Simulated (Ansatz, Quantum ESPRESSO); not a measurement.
## Ba2C (Fm-3m): zone-centre phonons

Wanted: the vibrations of Ba2C (Fm-3m) at Γ, by two programs.

Method: DFT LDA, scalar-relativistic, plane waves, PseudoDojo norm-conserving pseudopotentials, in Quantum ESPRESSO 7.5.

The structure was built from a prototype and need not be the compound's stable phase.

### 1. The starting structure

It takes space group Fm-3m (No. 225, cubic). The conventional cell has a = 6.319 Å, b = 6.319 Å, c = 6.319 Å, α = 90.00°, β = 90.00°, γ = 90.00°. C has 8 Ba at 2.74 Å nearest. Ba has 4 C at 2.74 Å nearest. Farther neighbours are not listed.

As a file:

```
CELL_PARAMETERS angstrom
-3.15926 0.00000 3.15926
0.00000 3.15926 3.15926
-3.15926 3.15926 0.00000
ATOMIC_POSITIONS crystal
C 0.00000 0.00000 0.00000
Ba 0.75000 0.75000 0.75000
Ba 0.25000 0.25000 0.25000
```

### 2. A first look

Before anything dear is run, a loose run with smearing shows whether this is a metal and how far the cell is from rest.

probe.in

```
 &control
    calculation='scf',
    prefix='x',
    outdir='./tmp',
    pseudo_dir='./pseudo',
    tprnfor=.true.,
    tstress=.true.,
    verbosity='high',
 /
 &system
    ibrav=2,
    celldm(1)=11.94027231,
    nat=3,
    ntyp=2,
    ecutwfc=82.0,
    occupations='smearing',
    smearing='gaussian',
    degauss=0.01,
 /
 &electrons
    conv_thr=1.0d-07,
    mixing_beta=0.7,
    electron_maxstep=100,
 /
ATOMIC_SPECIES
 C      12.0110  C.upf
 Ba    137.3270  Ba.upf
ATOMIC_POSITIONS crystal
 C      0.000000000   0.000000000   0.000000000
 Ba     0.750000000   0.750000000   0.750000000
 Ba     0.250000000   0.250000000   0.250000000
K_POINTS automatic
 6 6 6 0 0 0
```

The run is started by

```console
> OMP_NUM_THREADS=1 mpirun -n 4 pw.x -nk 4 -in probe.in > probe.out
```

Output:

```text
[banners, grids, parts of the stress and lines that vanish by symmetry left out]
Program PWSCF v.7.5
     bravais-lattice index     =            2
     lattice parameter (alat)  =      11.9403  a.u.
[...]
kinetic-energy cutoff     =      82.0000  Ry
     charge density cutoff     =     328.0000  Ry
     scf convergence threshold =      1.0E-07
[...]
Exchange-correlation= SLA  PW   NOGX NOGC
                           (   1   4   0   0   0   0   0)
[...]
48 Sym. Ops., with inversion, found
[...]
(     0          1          0      )
                  (     0          0          1      )
[...]
(  0.0000000  1.0000000  0.0000000 )
                  (  0.0000000  0.0000000  1.0000000 )
[...]
(     1          0         -1      )
                  (     0          0         -1      )
[...]
(     0          1         -1      )
                  (     0          1          0      )
[...]
( -1.0000000  0.0000000  0.0000000 )
                  (  0.0000000  1.0000000  0.0000000 )
[...]
number of k points=    16  Gaussian smearing, width (Ry)=  0.0100
[...]
End of self-consistent calculation
[...]
the Fermi energy is    13.6140 ev
!    total energy              =    -124.54974500 Ry
[...]
convergence has been achieved in  16 iterations
[...]
atom    1 type  1   force =    -0.00000000    0.00000000   -0.00000000
     atom    2 type  2   force =    -0.00000000   -0.00000000   -0.00000000
     atom    3 type  2   force =     0.00000000    0.00000000    0.00000000
[...]
Total force =     0.000000     Total SCF correction =     0.000000
[...]
total   stress  (Ry/bohr**3)                   (kbar)     P=      176.71
[...]
XML data file, charge density, pseudopotentials, collected wavefunctions

   JOB DONE.
```

Elapsed: 12 s, on 4 MPI ranks of Arm Neoverse V1, shared host.

This step gave:

```yaml
volume_per_atom: 21.02 Å³
pressure: 17.67 GPa
gap_on_the_k_mesh: 0 eV
```

No gap opens on this mesh, so smearing is kept; the start stands at 18 GPa.

### 3. Relaxing the cell and atoms

The relaxation runs at a cutoff a fifth above that of the response, since stress converges more slowly with the basis than frequencies do. Forces and stress are brought to rest with tight thresholds.

relax.in

```
 &control
    calculation='vc-relax',
    prefix='x',
    outdir='./tmp',
    pseudo_dir='./pseudo',
    tprnfor=.true.,
    tstress=.true.,
    forc_conv_thr=2.0d-05,
    etot_conv_thr=1.0d-07,
    nstep=40,
 /
 &system
    ibrav=2,
    celldm(1)=11.94027231,
    nat=3,
    ntyp=2,
    ecutwfc=98,
    occupations='smearing',
    smearing='mv',
    degauss=0.02,
 /
 &electrons
    conv_thr=1.0d-11,
    mixing_beta=0.7,
    electron_maxstep=100,
 /
 &ions
 /
 &cell
    press_conv_thr=0.2,
 /
ATOMIC_SPECIES
 C      12.0110  C.upf
 Ba    137.3270  Ba.upf
ATOMIC_POSITIONS crystal
 C      0.000000000   0.000000000   0.000000000
 Ba     0.750000000   0.750000000   0.750000000
 Ba     0.250000000   0.250000000   0.250000000
K_POINTS automatic
 8 8 8 0 0 0
```

The run is started by

```console
> OMP_NUM_THREADS=1 mpirun -n 4 pw.x -nk 4 -in relax.in > relax.out
```

Output:

```text
[banners, grids, parts of the stress and lines that vanish by symmetry left out]
[banner, memory and clock lines left out]
Program PWSCF v.7.5

[...]
kinetic-energy cutoff     =      98.0000  Ry
     charge density cutoff     =     392.0000  Ry
     scf convergence threshold =      1.0E-11
[...]
energy convergence thresh.=      1.0E-07
     force convergence thresh. =      2.0E-05
     press convergence thresh. =      2.0E-01
     Exchange-correlation= SLA  PW   NOGX NOGC
                           (   1   4   0   0   0   0   0)
[...]
48 Sym. Ops., with inversion, found
[...]
number of k points=    29  Marzari-Vanderbilt smearing, width (Ry)=  0.0200
[...]
End of self-consistent calculation
[...]
the Fermi energy is    13.5868 ev
!    total energy              =    -124.54858866 Ry
[...]
convergence has been achieved in  26 iterations
[...]
atom    1 type  1   force =     0.00000000    0.00000000    0.00000000
     atom    2 type  2   force =    -0.00000000    0.00000000    0.00000000
     atom    3 type  2   force =     0.00000000    0.00000000    0.00000000
     Total force =     0.000000     Total SCF correction =     0.000000
[...]
total   stress  (Ry/bohr**3)                   (kbar)     P=      174.92
[...]
number of bfgs steps    =   0
[...]
CELL_PARAMETERS (alat= 11.94027231)
[...]
ATOMIC_POSITIONS (crystal)
C                0.0000000000        0.0000000000        0.0000000000
Ba               0.7500000000        0.7500000000        0.7500000000
Ba               0.2500000000        0.2500000000        0.2500000000
[...]
New effective cutoffs (rho, wfc):  368.74   92.41
[...]
End of self-consistent calculation
[...]
the Fermi energy is    12.2378 ev
!    total energy              =    -124.58356216 Ry
[...]
convergence has been achieved in   9 iterations
[...]
atom    1 type  1   force =    -0.00000000   -0.00000000   -0.00000000
     atom    2 type  2   force =    -0.00000000   -0.00000000   -0.00000000
     atom    3 type  2   force =     0.00000000    0.00000000    0.00000000
     Total force =     0.000000     Total SCF correction =     0.000000
[...]
total   stress  (Ry/bohr**3)                   (kbar)     P=       93.50
[...]
number of bfgs steps    =   1
[...]
CELL_PARAMETERS (alat= 11.94027231)
[...]
ATOMIC_POSITIONS (crystal)
C                0.0000000000       -0.0000000000        0.0000000000
[...]
New effective cutoffs (rho, wfc):  346.39   86.81
[...]
End of self-consistent calculation
[...]
the Fermi energy is    10.9355 ev
!    total energy              =    -124.60201223 Ry
[...]
convergence has been achieved in  12 iterations
[...]
atom    1 type  1   force =     0.00000000    0.00000000    0.00000000
     atom    2 type  2   force =     0.00000000    0.00000000   -0.00000000
     atom    3 type  2   force =    -0.00000000   -0.00000000   -0.00000000
     Total force =     0.000000     Total SCF correction =     0.000000
[...]
total   stress  (Ry/bohr**3)                   (kbar)     P=       29.81
[...]
number of bfgs steps    =   2
[...]
CELL_PARAMETERS (alat= 11.94027231)
[...]
ATOMIC_POSITIONS (crystal)
[...]
New effective cutoffs (rho, wfc):  335.69   84.13
[...]
End of self-consistent calculation
[...]
the Fermi energy is    10.2037 ev
!    total energy              =    -124.60497374 Ry
[...]
convergence has been achieved in   9 iterations
[...]
atom    1 type  1   force =     0.00000000   -0.00000000    0.00000000
     atom    2 type  2   force =    -0.00000000   -0.00000000   -0.00000000
     atom    3 type  2   force =     0.00000000   -0.00000000    0.00000000
     Total force =     0.000000     Total SCF correction =     0.000000
[...]
total   stress  (Ry/bohr**3)                   (kbar)     P=        0.45
[...]
number of bfgs steps    =   4
[...]
CELL_PARAMETERS (alat= 11.94027231)
[...]
ATOMIC_POSITIONS (crystal)
[...]
New effective cutoffs (rho, wfc):  333.15   83.49
[...]
End of self-consistent calculation
[...]
the Fermi energy is    10.1917 ev
!    total energy              =    -124.60497457 Ry
[...]
convergence has been achieved in   8 iterations
[...]
atom    1 type  1   force =     0.00000000    0.00000000   -0.00000000
     atom    2 type  2   force =     0.00000000    0.00000000    0.00000000
     atom    3 type  2   force =    -0.00000000    0.00000000   -0.00000000
     Total force =     0.000000     Total SCF correction =     0.000000
[...]
total   stress  (Ry/bohr**3)                   (kbar)     P=        0.01
[...]
number of bfgs steps    =   5
[...]
small trust_radius: resetting bfgs history
[...]
CELL_PARAMETERS (alat= 11.94027231)
[...]
ATOMIC_POSITIONS (crystal)
[...]
New effective cutoffs (rho, wfc):  333.15   83.49
[...]
End of self-consistent calculation
[...]
the Fermi energy is    10.1916 ev
!    total energy              =    -124.60497457 Ry
[...]
convergence has been achieved in   4 iterations
[...]
atom    1 type  1   force =     0.00000000    0.00000000    0.00000000
     atom    2 type  2   force =    -0.00000000   -0.00000000    0.00000000
     atom    3 type  2   force =    -0.00000000   -0.00000000   -0.00000000
     Total force =     0.000000     Total SCF correction =     0.000000
[...]
total   stress  (Ry/bohr**3)                   (kbar)     P=        0.01
[...]
bfgs converged in   7 scf cycles and   6 bfgs steps
[...]
End of BFGS Geometry Optimization
     Final enthalpy           =    -124.6049745675 Ry
     File ./tmp/x.bfgs deleted, as requested
[...]
CELL_PARAMETERS (alat= 11.94027231)
[...]
ATOMIC_POSITIONS (crystal)
[...]
Ba               0.7500000000        0.7500000000        0.7500000000
Ba               0.2500000000        0.2500000000        0.2500000000
[...]
Final scf calculation at the relaxed structure.
[...]
kinetic-energy cutoff     =      98.0000  Ry
     charge density cutoff     =     392.0000  Ry
     scf convergence threshold =      1.0E-13
[...]
press convergence thresh. =      2.0E-01
     Exchange-correlation= SLA  PW   NOGX NOGC
                           (   1   4   0   0   0   0   0)
[...]
48 Sym. Ops., with inversion, found
[...]
number of k points=    29  Marzari-Vanderbilt smearing, width (Ry)=  0.0200
[...]
c_bands:  1 eigenvalues not converged
     c_bands:  1 eigenvalues not converged
     c_bands:  1 eigenvalues not converged
     c_bands:  1 eigenvalues not converged
[...]
End of self-consistent calculation
[...]
the Fermi energy is    10.1916 ev
!    total energy              =    -124.60500366 Ry
[...]
convergence has been achieved in  26 iterations
[...]
atom    1 type  1   force =     0.00000000    0.00000000    0.00000000
     atom    2 type  2   force =     0.00000000    0.00000000    0.00000000
     atom    3 type  2   force =     0.00000000    0.00000000   -0.00000000
     Total force =     0.000000     Total SCF correction =     0.000000
[...]
total   stress  (Ry/bohr**3)                   (kbar)     P=        0.13
[...]
XML data file, charge density, pseudopotentials, collected wavefunctions
```

Wall time 3.7 min (4 MPI ranks).

Relaxation path:

```csv
step,energy less that of the first step (eV),largest force (eV/Å),pressure (GPa),volume (Å³)
1,0.0000,0.0000,17.49,63.06
2,-0.4758,0.0000,9.35,68.86
3,-0.7269,0.0000,2.98,75.63
4,-0.7657,0.0000,0.53,79.27
5,-0.7672,0.0000,0.04,80.10
6,-0.7672,0.0000,0.00,80.18
7,-0.7672,0.0000,0.00,80.18
8,-0.7676,0.0000,0.01,80.18
```

```csv
"conventional cell, symmetrised",before,after,change
a (Å),6.319,6.845,+8.3 %
b (Å),6.319,6.845,+8.3 %
c (Å),6.319,6.845,+8.3 %
volume (Å³/atom),21.02,26.73,+27.1 %
```

Final coordinates:

```xyz
3
Lattice="-3.4225 0.0000 3.4225 0.0000 3.4225 3.4225 -3.4225 3.4225 0.0000" Properties=species:S:1:pos:R:3 pbc="T T T"
C     0.0000    0.0000    0.0000
Ba   -5.1338    5.1338    5.1338
Ba   -1.7113    1.7113    1.7113
```

The last row of the table of steps is pw.x's closing run on a basis chosen anew for the final cell, so its energy can jump.

This step gave:

* volume per atom: 26.73 Å³
* pressure: 0.01300 GPa

The volume changes by +27.1 % from the cell with which this run began.

### 4. Ground state

The response is built on this ground state, so it is converged far tighter than an energy would need. Smearing stays on, as the first look found no gap above 0.3 eV.

scf.in

```
 &control
    calculation='scf',
    prefix='x',
    outdir='./tmp',
    pseudo_dir='./pseudo',
    tprnfor=.true.,
    tstress=.true.,
 /
 &system
    ibrav=2,
    celldm(1)=12.93532035,
    nat=3,
    ntyp=2,
    ecutwfc=82.0,
    occupations='smearing',
    smearing='mv',
    degauss=0.02,
 /
 &electrons
    conv_thr=1.0d-12,
    mixing_beta=0.7,
    electron_maxstep=100,
 /
ATOMIC_SPECIES
 C      12.0110  C.upf
 Ba    137.3270  Ba.upf
ATOMIC_POSITIONS crystal
 C      0.000000000   0.000000000   0.000000000
 Ba     0.750000000   0.750000000   0.750000000
 Ba     0.250000000   0.250000000   0.250000000
K_POINTS automatic
 8 8 8 0 0 0
```

The run is started by

```console
> OMP_NUM_THREADS=1 mpirun -n 4 pw.x -nk 4 -in scf.in > scf.out
```

Output:

```text
[banners, grids, parts of the stress and lines that vanish by symmetry left out]
[banner, memory and clock lines left out]
Program PWSCF v.7.5

[...]
kinetic-energy cutoff     =      82.0000  Ry
     charge density cutoff     =     328.0000  Ry
     scf convergence threshold =      1.0E-12
[...]
Exchange-correlation= SLA  PW   NOGX NOGC
                           (   1   4   0   0   0   0   0)
[...]
48 Sym. Ops., with inversion, found
[...]
number of k points=    29  Marzari-Vanderbilt smearing, width (Ry)=  0.0200
[...]
End of self-consistent calculation
[...]
the Fermi energy is    10.1916 ev
!    total energy              =    -124.60495905 Ry
[...]
convergence has been achieved in  23 iterations
[...]
atom    1 type  1   force =    -0.00000000   -0.00000000   -0.00000000
     atom    2 type  2   force =     0.00000000    0.00000000    0.00000000
     atom    3 type  2   force =     0.00000000    0.00000000    0.00000000
     Total force =     0.000000     Total SCF correction =     0.000000
[...]
total   stress  (Ry/bohr**3)                   (kbar)     P=       -0.05
[...]
XML data file, charge density, pseudopotentials, collected wavefunctions
```

Elapsed: 46 s, on 4 MPI ranks; 3 min of CPU time.

Numbers from this step:

```
pressure : -0.005 GPa
```

The cell stands at -0.005 GPa, close enough for phonons.

(Continued in part 2 of 3.)

[Host names and launcher messages were left out of these logs when they were recorded.]

[Logs are printed without paths, hosts, clocks, repeated set-up lines and the standing remarks that a program may print on its own settings, such as how far it seeks lower states.]

[Hosts, paths, dates, database ids (printed as entryN), source tags and the programs' standing remarks are cut or masked in the printed files.]
